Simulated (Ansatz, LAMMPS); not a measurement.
# Squeezing and shearing glassy 72SiO2-20Al2O3-4ZnO-4BaO (mol %) (83 atoms), part 2 of 3

How stiff is glassy 72SiO2-20Al2O3-4ZnO-4BaO (mol %) (83 atoms), and how do its levels respond to strain?

Ansatz 0.2.0; Kohn-Sham DFT, PBE, PAW (set soft_2), plane waves.

The cell: 18 Si, 10 Al, 1 Zn, 1 Ba and 53 O. The quench rate of 20 K/ps is many orders above laboratory rates. The network of bonds at the start is that of the classical potential that made the cell. The Brillouin zone is sampled at Γ only. No spin–orbit coupling is included.

So far. Step 2 (Single point at the start): The r.m.s. force at the start is 0.78 eV/Å. Step 3 (Cell and atoms relaxed): The relaxation converged after 17 steps, with a largest force component of 0.017 eV/Å.

**4. Single point at the relaxed geometry**

The electronic structure is read at the final geometry, in a run of its own.

Input file input.yaml:

```yaml
crystal:
  lattice:
    - [10.29252, 0.08227, 0.09533]
    - [0.08227, 10.21137, 0.08694]
    - [0.09533, 0.08694, 10.49618]
  atoms:
    - { symbol: Si, position: [0.41294, 0.99933, 0.97844] }
    - { symbol: Si, position: [0.86103, 0.60955, 0.56026] }
    - { symbol: Si, position: [0.52457, 0.17627, 0.17395] }
    - { symbol: Si, position: [0.1556, 0.65176, 0.54075] }
    - { symbol: Si, position: [0.13143, 0.42887, 0.9937] }
    - { symbol: Si, position: [0.37734, 0.54934, 0.10079] }
    [... 71 atom lines left out ...]
    - { symbol: O, position: [0.05813, 0.5252, 0.89262] }
    - { symbol: O, position: [0.30036, 0.33655, 0.43909] }
    - { symbol: O, position: [0.84232, 0.76782, 0.58682] }
    - { symbol: O, position: [0.49839, 0.50784, 0.45187] }
    - { symbol: O, position: [0.95595, 0.87517, 0.37142] }
    - { symbol: O, position: [0.02571, 0.01333, 0.92438] }
kpoints:
  mp_grid: { grid: [1, 1, 1] }
hamiltonian:
  xc: pbe
scf:
  occupations: { method: fixed }
output:
  forces: true
  stress: true
  populations: true
  dos:
    method: { smearing: { sigma: 0.08 } }
    de: 0.1
    projected: { site_lists: { Al: [Al], Ba: [Ba], O: [O], Si: [Si], Zn: [Zn] } }
  eigenvalues: true
  write_density: true
  write_potential: true
  volumetric_format: npy
  elf: true
```

On the command line:

```console
ansatz run input.yaml --threads 4 --pin off --max-ram 8192MiB --backend cpu --events-out ev --progress --plain --runs-dir out
```

Numbers of over 12 decimals in the logs are rounded to 6 here.

Log:

```text
[...]
Crystal: 83 atoms, lattice volume = 1102.916 Å³
Basis set: ecut = 420 eV, 21575 PW (Γ), exchange–correlation on 144×144×144 points (8 copies of the dense FFT grid, shifted against one another)
Bands: 304, of which v1, the nominal top of the filled ones, is band 221 counted from 1 (220 counted from 0)
Symmetry: 1 space group operations
[...]
k-points: 1
[...]
SCF iter   1: F=—  HF=-56257.868827 eV  |F-HF|=—  |Δ(HF+E_count)|=         —  Δρ=1.84e-3  dr2=4.16e-2  ethr=1.77e-3  ⟨swp⟩=5.0  Hψ=1186  notcnv=0  defer=78
[...]
SCF iter   9: F=-56257.884296 eV  HF=-56257.884296 eV  |F-HF|=1.32e-8  |Δ(HF+E_count)|=   8.63e-8  Δρ=1.42e-6  dr2=2.16e-8  ethr=2.26e-11  ⟨swp⟩=23.0  Hψ=3107  notcnv=0
SCF 1 converged in 9 iterations: F = -56257.884296 eV  dr2 = 2.16e-8
[...]
SCF converged after 9 iterations
Free energy (F): -56257.884296 eV
[...]
Internal energy: -56257.884296 eV  (E = F + TS)
E sigma→0 (E₀):  -56257.884296 eV
Fermi energy:    3.386147 eV
[...]
--- Forces (eV/Å), atoms counted from 1 ---
  atom   1  Si     0.00264084     0.01666141    -0.00336045
  atom   2  Si     0.00393210     0.00213947     0.00274739
  atom   3  Si    -0.00235388    -0.00267158    -0.00712521
  atom   4  Si     0.00316020    -0.00039780     0.01145377
  atom   5  Si     0.01003869    -0.00463626     0.00013115
  atom   6  Si    -0.00229022     0.00424526    -0.00277302
  atom   7  Si    -0.00625658     0.00965625     0.00595092
  atom   8  Si     0.00626487     0.00409765     0.00015575
  atom   9  Si    -0.00329990     0.00725656     0.00375656
  atom  10  Si     0.00093404    -0.00612449     0.00418139
  atom  11  Si     0.00292216     0.00725563     0.01218458
  atom  12  Si    -0.00861576     0.00472074     0.00060213
  atom  13  Si    -0.00732602     0.00685559    -0.00640852
  atom  14  Si     0.00036163    -0.00657439    -0.00630820
[...]
atom  82  O      0.00785764    -0.00534633     0.00144806
  atom  83  O     -0.00818575     0.00167593     0.00074472
  max |Σ_I F_I| component: 7.06e-5 eV/Å
--- Stress (GPa, compression-positive) ---
       -0.008803       0.004293       0.009653
        0.004303      -0.008885       0.003557
        0.009658       0.003564       0.017137
  P = ⅓ Tr σ = -0.0002 GPa (-0.002 kbar)
--- Band table (eV) ---
[...]
--- Löwdin populations: 83 sites ---
  site symbol       q [e]
     0     Si      2.2255
     1     Si      2.2583
     2     Si      2.2335
[...]
82      O      6.8593
  spilling = 0.011838 (of n_electrons = 442.000000)
```

Run time: 7.2 s. Hardware: 4 threads of Intel Xeon 6975P-C (Granite Rapids), shared host; peak memory 1.4 GiB.

Read from the output:

* free energy: -56257.8843 eV
* free energy per atom: -677.8058 eV/atom
* SCF cycles: 9
* pressure: -0.000184 GPa
* r.m.s. force component: 0.00529 eV/Å
* longest force: 0.01876 eV/Å
* Fermi energy: 3.386 eV
* gap (highest filled to lowest empty level): 3.974 eV
* spilling of the projection: 0.01184

Löwdin charges by element and coordination (they lack the spilled electrons, 0.063 e an atom on average):

| element | coordination | atoms | mean charge (e) | spread | least | most |
| --- | --- | --- | --- | --- | --- | --- |
| Al | all | 10 | 1.36 | 0.0258 | 1.31 | 1.40 |
| Al | 4 | 9 | 1.36 | 0.0272 | 1.31 | 1.40 |
| Al | 5 | 1 | 1.36 | 0 | 1.36 | 1.36 |
| Ba | all | 1 | 1.89 | 0 | 1.89 | 1.89 |
| O | all | 53 | -0.817 | 0.045 | -0.946 | -0.766 |
| O | 2 | 36 | -0.800 | 0.0325 | -0.887 | -0.766 |
| O | 3 | 16 | -0.848 | 0.0416 | -0.937 | -0.783 |
| O | 4 | 1 | -0.946 | 0 | -0.946 | -0.946 |
| Si | all | 18 | 1.75 | 0.023 | 1.71 | 1.78 |
| Zn | all | 1 | 1.52 | 0 | 1.52 | 1.52 |

States in the cell by windows of 1 eV, zero at the Fermi level; the larger projections on atomic orbitals stand beside the total:

| from (eV) | to (eV) | total | O p | Si p |
| --- | --- | --- | --- | --- |
| -10 | -9 | 5.5 | 3.6 | 0.2 |
| -9 | -8 | 9.1 | 6.1 | 0.5 |
| -8 | -7 | 14.2 | 9.9 | 1.2 |
| -7 | -6 | 21.1 | 15.7 | 3.0 |
| -6 | -5 | 31.7 | 22.5 | 3.6 |
| -5 | -4 | 38.2 | 26.2 | 2.9 |
| -4 | -3 | 48.4 | 40.7 | 2.5 |
| -3 | -2 | 61.1 | 55.5 | 1.5 |
| -2 | -1 | 60.8 | 57.3 | 0.9 |
| -1 | 0 | 36.6 | 35.0 | 0.3 |
| 0 | 1 | 1.4 | 1.3 | 0.0 |
| 1 | 3 | 0.0 | 0.0 | 0.0 |
| 3 | 4 | 0.9 | 0.0 | 0.0 |
| 4 | 5 | 1.1 | 0.0 | 0.0 |

The curve was stored every 0.10 eV, coarse against its broadening of 0.08 eV, so these counts are rough.

With fixed occupations the program's Fermi level is the highest filled level; weight inside the gap is the broadening of levels at its edges.

Between -26 and -10 eV lie 112 more states.

The levels nearest the highest filled one (over half full), pooled over k-points and spins:

| level less the highest filled one (eV) | occupation |
| --- | --- |
| -0.503 | 2 |
| -0.451 | 2 |
| -0.379 | 2 |
| -0.274 | 2 |
| -0.200 | 2 |
| 0 | 2 |
| 3.97 | 0 |
| 5.37 | 0 |
| 5.51 | 0 |
| 5.64 | 0 |
| 5.69 | 0 |
| 5.81 | 0 |

ELF in the ac plane at fractional y = 0.591, with atoms of Si and Al and Zn and O within 0.2 Å of it. It is the smooth field of the valence electrons, not physical close to the nuclei.

Ten even steps from '_' (0.00) to '@' (0.88), each cell a mean:
```
==****==::__..--==--..__::++%%%%##::__::----..........__..
**%%%%##==..__..::::______..::--::____..::......____....::
**%%@@@@**..____________........__________....________..::
==%%@@##==..__________--**####++::__________....____......
::====::..::--::____..**@@@@@@%%++..________............__
____..--##%%%%##==__..**@@@@@@@@**::________::----::..____
____--##@@%%%%@@##::__--%%@@@@%%++..______::++######++::__
____--##%%**##@@%%--__..==****==::________::++##%%%%**::__
::....++%%%%%%%%**::______....____________..--**%%##==::..
##**--::++##**==..______________________..::::::--::::==##
##%%%%==..::::::::..______......____..--++####++....--%%@@
==##@@++..++%%%%##++::__::====--::..::**%%%%@@@@++..++@@%%
%%@@##----%%@@##%%%%==..--**####++::--%%@@**##@@##::--##@@
%%##==..--%%%%==##@@++..--**##%%**....##@@%%%%@@**....--**
....____--%%@@@@@@%%==..::==++++--....--++####**::________
..______..++####**--..........::--****==......____::====--
**--______........__....______--**%%%%##--______::**%%%%%%
##--______________..::::..____==##%%@@%%==..____--##@@@@@@
++::______________..::::..____::**%%%%##--..____..++%%@@%%
::______________..::::::....__..::====::..::----..::==**++
........______..--==--::..::------..______==**++--....::..
__......______..::==--..::**##%%%%++______::====--..______
______________..::::....==%%%%@@@@##::__..........________
__......____..::--::....==##@@@@@@**..::==--..____________
```
Columns run along a (10.3 Å), rows up along c (10.5 Å). Atoms in or near the plane, at fractional coordinates: Si at (0.86, 0.56), Al at (0.66, 0.12), Zn at (0.85, 0.88), O at (0.25, 0.43), O at (0.01, 0.51), O at (0.19, 0.68).

Valence density in the ac plane at fractional y = 0.591, with atoms of Si and Al and Zn and O within 0.2 Å of it. It is the smooth field of the valence electrons, not physical close to the nuclei.

Values in e/Å³, 13 rows by 16 columns, each cell a mean:
```
 0  0  0  0  0  0  0  0  0  0  0  0  0  1  1  0
 1  1  0  0  0  0  0  0  0  0  0  0  1 16  7  0
 0  0  0  0  0  0  0  1  1  0  0  0  0  1  1  0
 0  0  2  3  1  0  0  1  0  0  0  0  0  1  0  0
 0  0  2  3  1  0  0  0  0  0  0  0  0  1  0  0
 2  1  0  0  0  0  0  0  0  0  0  0  0  0  0  1
 5  1  0  2  2  0  0  0  0  0  0  3  3  1  0  2
 0  0  0  3  5  1  0  0  1  0  0  2  2  0  0  0
 0  0  0  0  0  0  0  0  0  1  0  0  0  0  0  0
 0  0  0  0  0  0  0  0  0  1  1  0  0  0  1  2
 0  0  0  0  0  0  0  0  0  0  0  0  0  0  0  1
 0  0  0  0  0  0  0  0  1  0  0  0  0  0  0  0
 0  0  0  0  0  0  0  1  2  1  0  0  0  0  0  0
```
Columns run along a (10.3 Å), rows up along c (10.5 Å). Atoms in or near the plane, at fractional coordinates: Si at (0.86, 0.56), Al at (0.66, 0.12), Zn at (0.85, 0.88), O at (0.25, 0.43), O at (0.01, 0.51), O at (0.19, 0.68).

The highest filled and lowest empty levels differ by 3.97 eV (at Γ alone); a semilocal functional tends to put such gaps too low. In a disordered cell it changes from sample to sample, and tail or defect levels can set it. Mean Löwdin charges: Al +1.36, Ba +1.89, O -0.82, Si +1.75, Zn +1.52 e (they miss 1.2 % of the electrons, so they add up to more than the cell's charge).

**5. Volume -3 %**

The relaxed cell is scaled evenly and the atoms are relaxed again; the stress at the end gives one point of P(V).

input.yaml, the sections that differ from step 4:

```yaml
crystal:
  lattice:
    - [10.18855, 0.08144, 0.09437]
    - [0.08144, 10.10822, 0.08606]
    - [0.09437, 0.08606, 10.39015]
  atoms:
    [... the 83 atom lines of step 4 ...]
output:
  forces: true
  eigenvalues: true
  stress: true
relax:
  f_tol: 0.05
  max_steps: 70
# kpoints, hamiltonian, scf: as in step 4
```

Log:

```text
Warning: output.stress: scf.convergence.dr2_threshold = 1e-7 eV (the SCF's general default) is looser than the 8.3e-9 eV advised for a printed stress (1e-10 eV for each atom of the cell: 83). What an SCF threshold leaves in a stress goes as its square root, and in the free energy as the threshold itself, and one threshold admits the most on a small cell: [...]
[...]
Crystal: 83 atoms, lattice volume = 1069.829 Å³
Basis set: ecut = 420 eV, 20889 PW (Γ), exchange–correlation on 144×144×144 points (8 copies of the dense FFT grid, shifted against one another)
Bands: 304, of which v1, the nominal top of the filled ones, is band 221 counted from 1 (220 counted from 0)
Symmetry: 1 space group operations
[...]
k-points: 1
[...]
SCF iter   1: F=—  HF=-56257.332008 eV  |F-HF|=—  |Δ(HF+E_count)|=         —  Δρ=1.89e-3  dr2=4.12e-2  ethr=1.77e-3  ⟨swp⟩=5.0  Hψ=1195  notcnv=0  defer=79
[...]
SCF iter   5: F=-56257.346396 eV  HF=-56257.346402 eV  |F-HF|=5.10e-6  |Δ(HF+E_count)|=   4.90e-5  Δρ=5.83e-5  dr2=3.35e-5  ethr=3.93e-8  ⟨swp⟩=2.0  Hψ=394  notcnv=0  defer=81
SCF iter   6: F=-56257.346405 eV  HF=-56257.346409 eV  |F-HF|=3.88e-6  |Δ(HF+E_count)|=   7.71e-6  Δρ=2.77e-5  dr2=6.55e-6  ethr=7.58e-9  ⟨swp⟩=18.0  Hψ=2371  notcnv=0
SCF 1 converged in 6 iterations: F = -56257.346405 eV  dr2 = 6.55e-6
[...]
relax step   1: F+E_penalty+E_count = -56257.34640539 eV  Δ(F+E_penalty+E_count) = +0.000e0 eV  max|allowed force component| = 5.485e-1 eV/Å  Δτ_max = 0.0000 Å  (6 SCF iters, dr2 threshold 6.25e-5 eV, accepted)
[...]
relax step   2: F+E_penalty+E_count = -56257.50657297 eV  Δ(F+E_penalty+E_count) = -1.602e-1 eV  max|allowed force component| = 3.791e-1 eV/Å  Δτ_max = 0.0650 Å  (6 SCF iters, dr2 threshold 1.88e-5 eV, accepted)
[...]
relax step   3: F+E_penalty+E_count = -56257.63904949 eV  Δ(F+E_penalty+E_count) = -1.325e-1 eV  max|allowed force component| = 2.021e-1 eV/Å  Δτ_max = 0.0556 Å  (6 SCF iters, dr2 threshold 8.98e-6 eV, accepted)
relax step   4: F+E_penalty+E_count = -56257.65691919 eV  Δ(F+E_penalty+E_count) = -1.787e-2 eV  max|allowed force component| = 2.130e-1 eV/Å  Δτ_max = 0.1121 Å  (6 SCF iters, dr2 threshold 1.16e-5 eV, accepted)
relax step   5: F+E_penalty+E_count = -56257.67059641 eV  Δ(F+E_penalty+E_count) = -1.368e-2 eV  max|allowed force component| = 1.514e-1 eV/Å  Δτ_max = 0.0685 Å  (5 SCF iters, dr2 threshold 1.29e-5 eV, accepted)
relax step   6: F+E_penalty+E_count = -56257.67706991 eV  Δ(F+E_penalty+E_count) = -6.474e-3 eV  max|allowed force component| = 6.453e-2 eV/Å  Δτ_max = 0.0096 Å  (5 SCF iters, dr2 threshold 1.16e-5 eV, accepted)
relax step   7: F+E_penalty+E_count = -56257.68167331 eV  Δ(F+E_penalty+E_count) = -4.603e-3 eV  max|allowed force component| = 5.472e-2 eV/Å  Δτ_max = 0.0173 Å  (8 SCF iters, accepted)
relax step   8: F+E_penalty+E_count = -56257.68523987 eV  Δ(F+E_penalty+E_count) = -3.567e-3 eV  max|allowed force component| = 7.570e-2 eV/Å  Δτ_max = 0.0601 Å  (9 SCF iters, accepted)
relax step   9: F+E_penalty+E_count = -56257.68776517 eV  Δ(F+E_penalty+E_count) = -2.525e-3 eV  max|allowed force component| = 5.605e-2 eV/Å  Δτ_max = 0.0364 Å  (5 SCF iters, dr2 threshold 4.12e-6 eV, accepted)
relax step  10: F+E_penalty+E_count = -56257.68834845 eV  Δ(F+E_penalty+E_count) = -5.833e-4 eV  max|allowed force component| = 5.453e-2 eV/Å  Δτ_max = 0.0158 Å  (7 SCF iters, accepted)
[...]
relax step  11: F+E_penalty+E_count = -56257.68903639 eV  Δ(F+E_penalty+E_count) = -6.879e-4 eV  max|allowed force component| = 3.872e-2 eV/Å  Δτ_max = 0.0097 Å  (7 SCF iters, accepted)
SCF converged after 7 iterations
Free energy (F): -56257.689036 eV
[...]
Internal energy: -56257.689036 eV  (E = F + TS)
E sigma→0 (E₀):  -56257.689036 eV
Fermi energy:    3.649959 eV
[...]
Σ components = -56257.689036   (vs F -56257.689036, Δ=0.00e0)
--- Forces (eV/Å), atoms counted from 1 ---
  atom   1  Si     0.00527005    -0.00874123    -0.01402282
  atom   2  Si     0.00681223     0.00747388    -0.01597005
  atom   3  Si    -0.00746810     0.00079895    -0.00954237
  atom   4  Si    -0.00958905     0.00330021     0.00918170
[...]
atom  83  O     -0.00232641    -0.00019284    -0.00145900
  max |Σ_I F_I| component: 5.95e-5 eV/Å
--- Stress (GPa, compression-positive) ---
        2.001639       0.241817       0.224924
        0.241829       1.737016       0.079310
        0.224929       0.079315       1.772133
  P = ⅓ Tr σ = 1.8369 GPa (18.369 kbar)
--- Band table (eV) ---
[...]
--- Relaxed structure (11 steps of the walk, 11 accepted, 0 SCFs on fresh bases) ---
  F+E_penalty+E_count = -56257.68903639 eV   max|allowed force component| = 3.872e-2 eV/Å
  atoms:
    - { symbol: Si, position: [0.417074, 1.005451, 0.976969] }
    - { symbol: Si, position: [0.862047, 0.605085, 0.560470] }
    - { symbol: Si, position: [0.524130, 0.177961, 0.175070] }
    - { symbol: Si, position: [0.158272, 0.649549, 0.540263] }
[...]
- { symbol: O, position: [0.029166, 0.010793, 0.930732] }
```

Elapsed: 53 s, on 4 threads; peak memory 1.4 GiB; 3.2 min of CPU time.

The program notes that the SCF threshold is loose for the stress.

The relaxation converged after 11 steps, 0.343 eV below its start, with a largest force component of 0.039 eV/Å.

Volume -3 %: the energy stands 0.195 eV above that of the reference, at a pressure of 1.84 GPa.

**6. Volume +3 %**

The relaxed cell is scaled to another volume.

input.yaml, the sections that differ from step 5:

```yaml
crystal:
  lattice:
    - [10.39443, 0.08308, 0.09627]
    - [0.08308, 10.31248, 0.0878]
    - [0.09627, 0.0878, 10.60011]
  atoms:
    [... the 83 atom lines of step 4 ...]
# kpoints, hamiltonian, scf, output, relax: as in step 5
```

Log:

```text
[...]
Crystal: 83 atoms, lattice volume = 1136.003 Å³
Basis set: ecut = 420 eV, 22209 PW (Γ), exchange–correlation on 144×144×144 points (8 copies of the dense FFT grid, shifted against one another)
Bands: 304, of which v1, the nominal top of the filled ones, is band 221 counted from 1 (220 counted from 0)
Symmetry: 1 space group operations
[...]
k-points: 1
[...]
SCF iter   1: F=—  HF=-56257.389709 eV  |F-HF|=—  |Δ(HF+E_count)|=         —  Δρ=1.82e-3  dr2=4.32e-2  ethr=1.77e-3  ⟨swp⟩=5.0  Hψ=1198  notcnv=0  defer=79
[...]
SCF iter   5: F=-56257.403138 eV  HF=-56257.403153 eV  |F-HF|=1.57e-5  |Δ(HF+E_count)|=   5.90e-5  Δρ=6.87e-5  dr2=4.68e-5  ethr=4.83e-8  ⟨swp⟩=2.0  Hψ=395  notcnv=0  defer=81
SCF iter   6: F=-56257.403157 eV  HF=-56257.403161 eV  |F-HF|=4.39e-6  |Δ(HF+E_count)|=   7.69e-6  Δρ=2.78e-5  dr2=6.86e-6  ethr=1.06e-8  ⟨swp⟩=17.0  Hψ=2323  notcnv=0
SCF 1 converged in 6 iterations: F = -56257.403157 eV  dr2 = 6.86e-6
[...]
relax step   1: F+E_penalty+E_count = -56257.40315677 eV  Δ(F+E_penalty+E_count) = +0.000e0 eV  max|allowed force component| = 4.836e-1 eV/Å  Δτ_max = 0.0000 Å  (6 SCF iters, dr2 threshold 6.25e-5 eV, accepted)
[...]
relax step   2: F+E_penalty+E_count = -56257.55475814 eV  Δ(F+E_penalty+E_count) = -1.516e-1 eV  max|allowed force component| = 3.324e-1 eV/Å  Δτ_max = 0.0536 Å  (6 SCF iters, dr2 threshold 1.46e-5 eV, accepted)
[...]
relax step   3: F+E_penalty+E_count = -56257.67841478 eV  Δ(F+E_penalty+E_count) = -1.237e-1 eV  max|allowed force component| = 1.189e-1 eV/Å  Δτ_max = 0.0783 Å  (7 SCF iters, dr2 threshold 6.91e-6 eV, accepted)
relax step   4: F+E_penalty+E_count = -56257.69100937 eV  Δ(F+E_penalty+E_count) = -1.259e-2 eV  max|allowed force component| = 1.437e-1 eV/Å  Δτ_max = 0.0967 Å  (8 SCF iters, accepted)
relax step   5: F+E_penalty+E_count = -56257.70293130 eV  Δ(F+E_penalty+E_count) = -1.192e-2 eV  max|allowed force component| = 8.529e-2 eV/Å  Δτ_max = 0.0172 Å  (6 SCF iters, dr2 threshold 2.64e-6 eV, accepted)
relax step   6: F+E_penalty+E_count = -56257.70911736 eV  Δ(F+E_penalty+E_count) = -6.186e-3 eV  max|allowed force component| = 6.445e-2 eV/Å  Δτ_max = 0.0210 Å  (6 SCF iters, dr2 threshold 2.56e-6 eV, accepted)
relax step   7: F+E_penalty+E_count = -56257.71432958 eV  Δ(F+E_penalty+E_count) = -5.212e-3 eV  max|allowed force component| = 5.872e-2 eV/Å  Δτ_max = 0.0511 Å  (8 SCF iters, accepted)
relax step   8: F+E_penalty+E_count = -56257.71626214 eV  Δ(F+E_penalty+E_count) = -1.933e-3 eV  max|allowed force component| = 5.151e-2 eV/Å  Δτ_max = 0.0130 Å  (7 SCF iters, accepted)
[...]
relax step   9: F+E_penalty+E_count = -56257.71721728 eV  Δ(F+E_penalty+E_count) = -9.551e-4 eV  max|allowed force component| = 2.781e-2 eV/Å  Δτ_max = 0.0103 Å  (6 SCF iters, accepted)
SCF converged after 6 iterations
Free energy (F): -56257.717217 eV
[...]
Internal energy: -56257.717217 eV  (E = F + TS)
E sigma→0 (E₀):  -56257.717217 eV
Fermi energy:    3.146670 eV
[...]
Σ components = -56257.717217   (vs F -56257.717217, Δ=0.00e0)
--- Forces (eV/Å), atoms counted from 1 ---
  atom   1  Si    -0.00044035     0.01080319     0.00314404
  atom   2  Si     0.01027884    -0.00744096    -0.00267973
  atom   3  Si    -0.00447258     0.00635538     0.00323486
  atom   4  Si     0.00083838    -0.00262223    -0.01200466
[...]
atom  83  O      0.00247705    -0.00300523    -0.00203774
  max |Σ_I F_I| component: 1.67e-4 eV/Å
--- Stress (GPa, compression-positive) ---
       -1.838040      -0.329390      -0.105314
       -0.329383      -1.665980      -0.024371
       -0.105311      -0.024365      -1.452698
  P = ⅓ Tr σ = -1.6522 GPa (-16.522 kbar)
--- Band table (eV) ---
[...]
--- Relaxed structure (9 steps of the walk, 9 accepted, 0 SCFs on fresh bases) ---
  F+E_penalty+E_count = -56257.71721728 eV   max|allowed force component| = 2.781e-2 eV/Å
  atoms:
    - { symbol: Si, position: [0.409469, 0.994499, 0.979864] }
    - { symbol: Si, position: [0.860368, 0.612321, 0.559437] }
    - { symbol: Si, position: [0.525294, 0.174826, 0.173275] }
    - { symbol: Si, position: [0.151527, 0.653554, 0.540389] }
[...]
- { symbol: O, position: [0.023069, 0.016068, 0.919992] }
```

It took 45 s on 4 threads; peak memory 1.5 GiB.

The relaxation converged after 9 steps, 0.314 eV below its start, with a largest force component of 0.028 eV/Å.

Volume +3 %: the energy stands 0.167 eV above that of the reference, at a pressure of -1.65 GPa.

**7. Volume -6 %**

The relaxed cell is scaled to another volume.

Input and log are left out; they have the form of those shown for this kind of step.

Wall time 48 s (4 threads of Intel Xeon 6975P-C (Granite Rapids), shared host); peak memory 1.4 GiB; 2.9 min of CPU time.

The relaxation converged after 10 steps, 1.47 eV below its start, with a largest force component of 0.042 eV/Å.

Volume -6 %: the energy stands 0.776 eV above that of the reference, at a pressure of 3.87 GPa.

**8. Volume +6 %**

The relaxed cell is scaled to another volume.

Input and log are left out; they have the form of those shown for this kind of step.

It took 51 s on 4 threads of Intel Xeon 6975P-C (Granite Rapids), shared host; peak memory 1.5 GiB.

The relaxation converged after 10 steps, 1.16 eV below its start, with a largest force component of 0.043 eV/Å.

Volume +6 %: the energy stands 0.664 eV above that of the reference, at a pressure of -3.20 GPa.

[end of part 2 of 3]

[Logs are printed without paths, hosts, clocks, repeated set-up lines and the standing remarks that a program may print on its own settings, such as how far it seeks lower states.]

[Hosts, paths, dates, database ids (printed as entryN), source tags and the programs' standing remarks are cut or masked in the printed files.]
